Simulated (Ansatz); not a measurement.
# Relaxing a frame of liquid aqueous KCl from 298 K (187 atoms)

Aim: bring a frame of liquid aqueous KCl from 298 K (187 atoms) to a nearby minimum of the energy and see what moves.

Main program and level: Ansatz 0.2.0; Kohn-Sham DFT, PBEsol, PAW (set soft_2), plane waves.

This is a report of a sequence of runs, with most program output left out.

### Step 1. The structure

The cell holds 187 atoms: 59 O, 118 H, 5 K and 5 Cl. Its edges and angles: a = 12.675 Å, b = 12.675 Å, c = 12.675 Å, α = 90.0°, β = 90.0°, γ = 90.0°. 59 H2O, 5 K+, 5 Cl- placed at random, at 1.17 g/cm³; overlaps pushed apart, then 10 ps at 398 K with Joung-Cheatham ions (J. Phys. Chem. B 112, 9020 (2008)); SPC/E water (Berendsen, Grigera and Straatsma, J. Phys. Chem. 91, 6269 (1987)). Snapshot after 20 ps at 298 K and fixed volume. The starting density is a measured one.

Limits known from the start: The network of contacts between molecules at the start is that of the classical potential that made the cell. The functional has no dispersion term, which matters for the binding between molecules or layers. The Brillouin zone is sampled at Γ only, in a cell whose shortest periodic width is 13 Å.

### Step 2. Single point at the start

The forces at the start show how far the geometry lies from a minimum of this functional.

input.yaml

```yaml
crystal:
  lattice:
    - [12.67501, 0.0, 0.0]
    - [0.0, 12.67501, 0.0]
    - [0.0, 0.0, 12.67501]
  atoms:
    - { symbol: O, position: [0.31274, 0.34962, 0.3831] }
    - { symbol: H, position: [0.30259, 0.42008, 0.41711] }
    - { symbol: H, position: [0.38793, 0.32714, 0.39112] }
    - { symbol: O, position: [0.08467, 0.50114, 0.18114] }
    - { symbol: H, position: [0.09239, 0.57849, 0.16767] }
    - { symbol: H, position: [0.01038, 0.47914, 0.16626] }
    - { symbol: O, position: [0.36447, 0.87077, 0.1202] }
    - { symbol: H, position: [0.35818, 0.94712, 0.10136] }
    - { symbol: H, position: [0.29242, 0.83952, 0.12777] }
    - { symbol: O, position: [0.3538, 0.19119, 0.87705] }
    - { symbol: H, position: [0.42746, 0.21129, 0.85716] }
    - { symbol: H, position: [0.30668, 0.25413, 0.87048] }
    - { symbol: O, position: [0.86776, 0.39827, 0.10883] }
    - { symbol: H, position: [0.85679, 0.40357, 0.18678] }
    - { symbol: H, position: [0.88025, 0.32291, 0.0891] }
    - { symbol: O, position: [0.16827, 0.11731, 0.77192] }
    - { symbol: H, position: [0.11008, 0.11455, 0.82513] }
    - { symbol: H, position: [0.23685, 0.13054, 0.80861] }
    - { symbol: O, position: [0.22434, 0.37137, 0.8422] }
    - { symbol: H, position: [0.23572, 0.40298, 0.91359] }
    - { symbol: H, position: [0.14783, 0.3757, 0.82342] }
    - { symbol: O, position: [0.38145, 0.89191, 0.88332] }
    - { symbol: H, position: [0.37425, 0.95086, 0.93525] }
    - { symbol: H, position: [0.31014, 0.87203, 0.85605] }
    - { symbol: O, position: [0.54337, 0.38136, 0.66965] }
    - { symbol: H, position: [0.58328, 0.39493, 0.60296] }
    - { symbol: H, position: [0.56836, 0.31388, 0.70198] }
    - { symbol: O, position: [0.07243, 0.91656, 0.50012] }
    - { symbol: H, position: [0.06368, 0.88577, 0.42801] }
    - { symbol: H, position: [0.11896, 0.86967, 0.54326] }
    - { symbol: O, position: [0.67466, 0.0751, 0.03616] }
    - { symbol: H, position: [0.67801, 0.99703, 0.0253] }
    [... 149 atom lines left out ...]
    - { symbol: K, position: [0.53734, 0.97184, 0.7627] }
    - { symbol: Cl, position: [0.31704, 0.55996, 0.50561] }
    - { symbol: Cl, position: [0.5986, 0.21075, 0.82114] }
    - { symbol: Cl, position: [0.17237, 0.73111, 0.17438] }
    - { symbol: Cl, position: [0.69869, 0.45956, 0.48166] }
    - { symbol: Cl, position: [0.68031, 0.85053, 0.96911] }
kpoints:
  mp_grid: { grid: [1, 1, 1] }
hamiltonian:
  xc: pbesol
scf:
  occupations: { method: gaussian, width: 0.025 }
output:
  forces: true
  stress: true
  populations: true
  dos:
    method: { smearing: { sigma: 0.08 } }
    de: 0.1
    projected: { site_lists: { Cl: [Cl], H: [H], K: [K], O: [O] } }
  eigenvalues: true
```

The run is started by

```bash
> ansatz run input.yaml --threads 4 --pin off --max-ram 8192MiB --backend cpu --events-out ev --progress --plain --runs-dir out
```

It took 18 s on 4 threads of Intel Xeon 6975P-C (Granite Rapids), shared host; peak memory 2.9 GiB.

Read from the output:

| Quantity | Value |
| --- | --- |
| free energy | -47864.4055 eV |
| free energy per atom | -255.9594 eV/atom |
| SCF cycles | 9 |
| pressure | -1.925 GPa |
| r.m.s. force component | 0.4897 eV/Å |
| longest force | 1.584 eV/Å |
| Fermi energy | 0.431 eV |
| gap (highest filled to lowest empty level) | 3.69 eV |
| spilling of the projection | 0.009813 |

The r.m.s. force component of 0.49 eV/Å and the pressure of -1.9 GPa set the starting point.

Neighbours are counted within 1.21 Å (H-O), 3.18 Å (O-K), 3.57 Å (Cl-K).

Length of the force by element and coordination:

```csv
element,coordination,atoms,mean length of the force (eV/Å),spread,least,most
Cl,all,5,0.394,0.146,0.256,0.605
Cl,0,2,0.436,0.170,0.266,0.605
Cl,1,3,0.367,0.121,0.256,0.535
H,all,118,0.880,0.304,0.216,1.58
K,all,5,0.465,0.160,0.221,0.643
K,6,3,0.500,0.125,0.339,0.643
K,7,2,0.412,0.190,0.221,0.602
O,all,59,0.650,0.294,0.117,1.50
O,2,34,0.662,0.291,0.281,1.50
O,3,21,0.681,0.288,0.193,1.38
O,4,4,0.389,0.207,0.117,0.683
```

### Step 3. Cell and atoms relaxed

Cell and atoms are freed together, to release stress as well as forces.

input.yaml, the sections that differ from step 2:

```yaml
output:
  forces: true
relax:
  f_tol: 0.05
  max_steps: 200
  cell: {}
# crystal, kpoints, hamiltonian, scf: as in step 2
```

It took 8 min on 4 threads; peak memory 2.9 GiB.

Relaxation path (22 of 50):

```csv
step,energy less that of the first step (eV),largest force component (eV/Å),pressure (GPa),volume (Å³)
1,0.0000,1.3941,-1.93,2036.31
3,-6.7534,1.5989,-0.91,2006.00
6,-9.2483,1.4761,-0.27,1964.52
8,-10.0811,0.6031,-0.20,1967.58
10,-10.4587,0.4371,-0.03,1964.46
13,-10.7687,0.4941,-0.07,1967.26
15,-10.9341,0.3595,-0.03,1966.80
17,-11.0980,0.5900,-0.05,1967.85
20,-11.2955,0.2629,-0.01,1964.87
22,-11.4025,0.4995,-0.03,1962.27
24,-11.4517,1.0303,-0.05,1957.36
27,-11.6100,0.1741,0.00,1954.31
29,-11.6404,0.1130,-0.01,1953.31
31,-11.5977,0.1423,-0.04,1961.76
34,-11.6815,0.0993,0.02,1956.27
36,-11.6890,0.0854,0.02,1954.21
38,-11.6956,0.0876,0.00,1954.40
41*,-11.5324,0.0272,-0.14,1953.99
43,-11.6573,0.0858,0.08,1928.29
45*,-11.5805,0.0480,-0.01,1928.77
48,-11.6336,0.0652,0.01,1917.65
50*,-11.6028,0.0292,-0.01,1917.13
```

Relaxation steps marked * repeat the geometry before them on a plane-wave basis chosen anew for their cell, so energy and pressure can jump there. Other such steps can lie between the rows shown. Relaxation steps 24, 28, 31, 36 were tried and not accepted.

```csv
cell as run,before,after,change
a (Å),12.675,12.251,-3.3 %
b (Å),12.675,12.218,-3.6 %
c (Å),12.675,12.842,+1.3 %
α (°),90.00,92.42,+2.7 %
β (°),90.00,93.37,+3.7 %
γ (°),90.00,89.30,-0.8 %
volume (Å³/atom),10.89,10.25,-5.9 %
```

The atoms that moved most (Å, as changes of fractional coordinates times the final cell):

```csv
atom,dx,dy,dz,length
H50,0.825,-0.842,-1.658,2.034
H113,-1.612,1.068,-0.222,1.947
H86,0.069,-1.477,0.944,1.754
H164,-1.402,0.852,0.167,1.649
H116,0.327,-1.335,-0.253,1.398
H41,-0.757,0.364,-1.088,1.374
O85,0.049,-1.061,0.852,1.361
H177,0.419,-1.129,-0.478,1.296
```

The relaxation changed the energy by -62.0 meV/atom, and atoms moved by 0.69 Å r.m.s., 2.0 Å at most.

### Step 4. Structure statistics after relaxation

Bonds before and after, by the cutoffs listed below:

```csv
pair,bonds before,bonds after,mean before (Å),mean after (Å),spread before (Å),spread after (Å)
H-O,118,118,1.000,0.999,0.000,0.014
Cl-K,3,2,3.396,3.329,0.135,0.185
```

Density 1.24 g/cm³, 10.25 Å³ an atom.

g(r), total and by pair (bins of 0.2 Å):

```csv
r (Å),total,H-H,H-O,H-Cl,H-K,O-O,O-Cl
0.90,3.21,0.00,8.05,0.00,0.00,0.00,0.00
1.10,1.99,0.00,5.00,0.00,0.00,0.00,0.00
1.30,0.00,0.00,0.00,0.00,0.00,0.00,0.00
1.50,0.86,1.60,0.55,0.00,0.00,0.00,0.00
1.70,1.15,0.95,1.93,0.00,0.00,0.00,0.00
1.90,0.40,0.32,0.68,0.00,0.00,0.00,0.00
2.10,0.87,1.69,0.11,4.58,0.00,0.00,0.00
2.30,0.71,1.50,0.02,3.03,0.00,0.00,0.00
2.50,0.47,0.97,0.00,0.00,0.00,0.80,0.00
2.70,0.71,0.40,0.18,0.18,0.35,3.71,0.00
2.90,0.88,0.61,1.16,0.15,1.09,0.75,0.00
3.10,1.19,0.64,1.87,0.00,1.84,0.27,5.31
3.30,1.26,1.05,1.54,0.69,2.49,0.76,1.98
3.50,1.19,1.18,1.10,2.54,2.12,1.04,0.63
3.70,1.04,1.15,0.90,1.34,1.40,1.16,0.00
3.90,1.01,1.27,0.91,0.69,0.33,0.92,0.68
4.10,1.02,1.06,0.98,1.31,0.54,1.14,1.06
4.30,1.05,1.04,1.08,1.04,0.64,1.25,0.96
4.50,1.03,0.96,1.01,1.01,1.22,1.17,1.28
4.70,1.03,1.05,0.94,0.94,1.18,1.08,1.51
4.90,0.98,0.87,1.08,1.08,1.02,1.02,1.08
5.10,0.98,0.96,1.03,0.95,0.65,0.86,1.70
5.30,0.94,0.93,0.99,0.91,1.39,0.78,0.55
5.50,0.93,0.95,0.92,0.81,1.24,0.82,1.02
5.70,0.94,0.99,0.91,1.16,0.95,0.82,0.72
5.90,0.99,0.95,0.99,0.96,1.20,1.12,0.45
```

Bonds by pair of elements; cutoffs follow the first minimum of g(r), held within bounds set by covalent radii, and pairs that aren't listed don't count as bonded:

```csv
pair A-B,cutoff (Å),bonds,mean length (Å),spread (Å),shortest (Å),B about A,A about B
H-O,1.21,118,0.999,0.014,0.976,1,2
O-K,3.15,28,2.79,0.108,2.61,0.475,5.6
Cl-K,3.57,2,3.33,0.185,3.14,0.4,0.4
```

The cutoff for O-K falls short of the minimum of g(r), so counts run low and odd coordinations can be artefacts.

How many atoms have how many bonded neighbours:

```csv
element,mean,0,1,2,3,4,5,6,7
Cl,0.4,3,2,0,0,0,0,0,0
H,1,0,118,0,0,0,0,0,0
K,6,0,0,0,0,0,1,3,1
O,2.48,0,0,34,22,3,0,0,0
```

Bond angles, per cent of each kind in bins of 5°:

```csv
angle (°),O-K-O,H-O-H,H-O-K
50–55,3.0,0.0,0.0
55–60,0.0,0.0,0.0
60–65,0.0,0.0,1.8
65–70,7.5,0.0,1.8
70–75,7.5,0.0,0.0
75–80,10.4,0.0,0.0
80–85,7.5,0.0,1.8
85–90,10.4,0.0,3.6
90–95,6.0,0.0,3.6
95–100,6.0,0.0,3.6
100–105,4.5,47.5,7.1
105–110,4.5,49.2,14.3
110–115,1.5,3.4,7.1
115–120,6.0,0.0,21.4
120–125,4.5,0.0,8.9
125–130,0.0,0.0,10.7
130–135,3.0,0.0,3.6
135–140,3.0,0.0,3.6
140–145,1.5,0.0,0.0
145–150,1.5,0.0,5.4
150–155,4.5,0.0,0.0
155–160,3.0,0.0,1.8
160–165,3.0,0.0,0.0
165–170,1.5,0.0,0.0
```

Bond angles (no mean is given where the spread exceeds 20°):

```csv
angle,count,mean (°),spread (°)
O-K-O,67,-,-
H-O-H,59,106,2.4
H-O-K,56,114,18.4
Cl-K-O,9,-,-
K-O-K,3,97.6,7.5
```

Hydrogen bonds between water molecules (O–O under 3.5 Å, H–O···O angle under 30°):

```csv
hydrogen bonds to other water,molecules
0,1
1,2
2,14
3,24
4,14
5,4
```

First shells of the ions:

```csv
ion,count,shell,mean number
K,5,water O within 3.6 A,6.6
```

Bond length by coordination (bonds to H left out):

```csv
element,coordination,atoms,mean bond length (Å)
Cl,1,2,3.33
K,5,1,2.80
K,6,3,2.83
K,7,1,2.85
O,3,22,2.81
O,4,3,2.75
```

The 59 water molecules hold 3.02 hydrogen bonds each to other water on average, with a mean O–O distance of 2.72 Å. Ion shells in this frame: K 6.6 (water O within 3.6 Å).

### Step 5. Single point at the relaxed geometry

One more single point at the end of the walk gives the fuller output and checks the residual forces.

input.yaml

```yaml
crystal:
  lattice:
    - [12.24536, 0.07039, -0.36853]
    - [0.07039, 12.21492, -0.26321]
    - [-0.36853, -0.26321, 12.83421]
  atoms:
    - { symbol: O, position: [0.358, 0.33475, 0.35132] }
    - { symbol: H, position: [0.36106, 0.40687, 0.38945] }
    - { symbol: H, position: [0.42857, 0.29505, 0.36952] }
    - { symbol: O, position: [0.07717, 0.4891, 0.20244] }
    - { symbol: H, position: [0.09708, 0.56546, 0.18919] }
    - { symbol: H, position: [0.00667, 0.47034, 0.15804] }
    - { symbol: O, position: [0.38306, 0.86172, 0.12587] }
    - { symbol: H, position: [0.36114, 0.93452, 0.09696] }
    - { symbol: H, position: [0.31576, 0.82597, 0.14492] }
    - { symbol: O, position: [0.29272, 0.18092, 0.91817] }
    - { symbol: H, position: [0.3566, 0.23222, 0.91341] }
    - { symbol: H, position: [0.22692, 0.22995, 0.90856] }
    - { symbol: O, position: [0.89774, 0.42, 0.10443] }
    - { symbol: H, position: [0.87253, 0.41339, 0.17838] }
    - { symbol: H, position: [0.91699, 0.34265, 0.08071] }
    - { symbol: O, position: [0.18934, 0.0515, 0.76835] }
    - { symbol: H, position: [0.11992, 0.07064, 0.80276] }
    - { symbol: H, position: [0.2445, 0.08806, 0.8182] }
    - { symbol: O, position: [0.14575, 0.34153, 0.88302] }
    - { symbol: H, position: [0.16033, 0.37064, 0.95735] }
    - { symbol: H, position: [0.06657, 0.35039, 0.86439] }
    - { symbol: O, position: [0.41524, 0.93757, 0.88211] }
    - { symbol: H, position: [0.40682, 0.98264, 0.94607] }
    - { symbol: H, position: [0.34358, 0.8995, 0.86944] }
    - { symbol: O, position: [0.54749, 0.38035, 0.67936] }
    - { symbol: H, position: [0.59141, 0.39676, 0.61871] }
    - { symbol: H, position: [0.58588, 0.31829, 0.71323] }
    - { symbol: O, position: [0.05269, 0.90969, 0.49732] }
    - { symbol: H, position: [0.02536, 0.86599, 0.43261] }
    - { symbol: H, position: [0.11848, 0.86907, 0.52468] }
    - { symbol: O, position: [0.726, 0.11889, 0.03939] }
    - { symbol: H, position: [0.72018, 0.04117, 0.0139] }
    [... 149 atom lines left out ...]
    - { symbol: K, position: [0.55132, 0.95893, 0.73214] }
    - { symbol: Cl, position: [0.31691, 0.55375, 0.47129] }
    - { symbol: Cl, position: [0.68223, 0.23548, 0.83364] }
    - { symbol: Cl, position: [0.16738, 0.72695, 0.17252] }
    - { symbol: Cl, position: [0.67905, 0.44281, 0.50039] }
    - { symbol: Cl, position: [0.69921, 0.88595, 0.9258] }
kpoints:
  mp_grid: { grid: [1, 1, 1] }
hamiltonian:
  xc: pbesol
scf:
  occupations: { method: gaussian, width: 0.025 }
output:
  forces: true
  stress: true
  populations: true
  dos:
    method: { smearing: { sigma: 0.08 } }
    de: 0.1
    projected: { site_lists: { Cl: [Cl], H: [H], K: [K], O: [O] } }
  eigenvalues: true
  write_density: true
  write_potential: true
  volumetric_format: npy
```

The job ended after 18 s (4 threads; peak memory 2.8 GiB; 65 s of CPU time).

The program notes that the exchange-correlation potential is rough where the density is thin.

Numbers from this run:

* free energy: -47876.0082 eV
* free energy per atom: -256.0214 eV/atom
* SCF cycles: 9
* pressure: -0.01489 GPa
* r.m.s. force component: 0.00515 eV/Å
* longest force: 0.03535 eV/Å
* Fermi energy: 0.8079 eV
* gap (highest filled to lowest empty level): 4.686 eV
* spilling of the projection: 0.009298

Löwdin charges by element (they lack the spilled electrons, 0.027 e an atom on average):

```csv
element,coordination,atoms,mean charge (e),spread,least,most
Cl,all,5,-0.509,0.019,-0.529,-0.485
H,all,118,0.376,0.0087,0.353,0.399
K,all,5,0.834,0.0085,0.823,0.848
O,all,59,-0.693,0.0291,-0.766,-0.649
```

(Part 1 of 2 ends here.)

[Logs are printed without paths, hosts, clocks, repeated set-up lines and the standing remarks that a program may print on its own settings, such as how far it seeks lower states.]

[Hosts, paths, dates, database ids (printed as entryN), source tags and the programs' standing remarks are cut or masked in the printed files.]
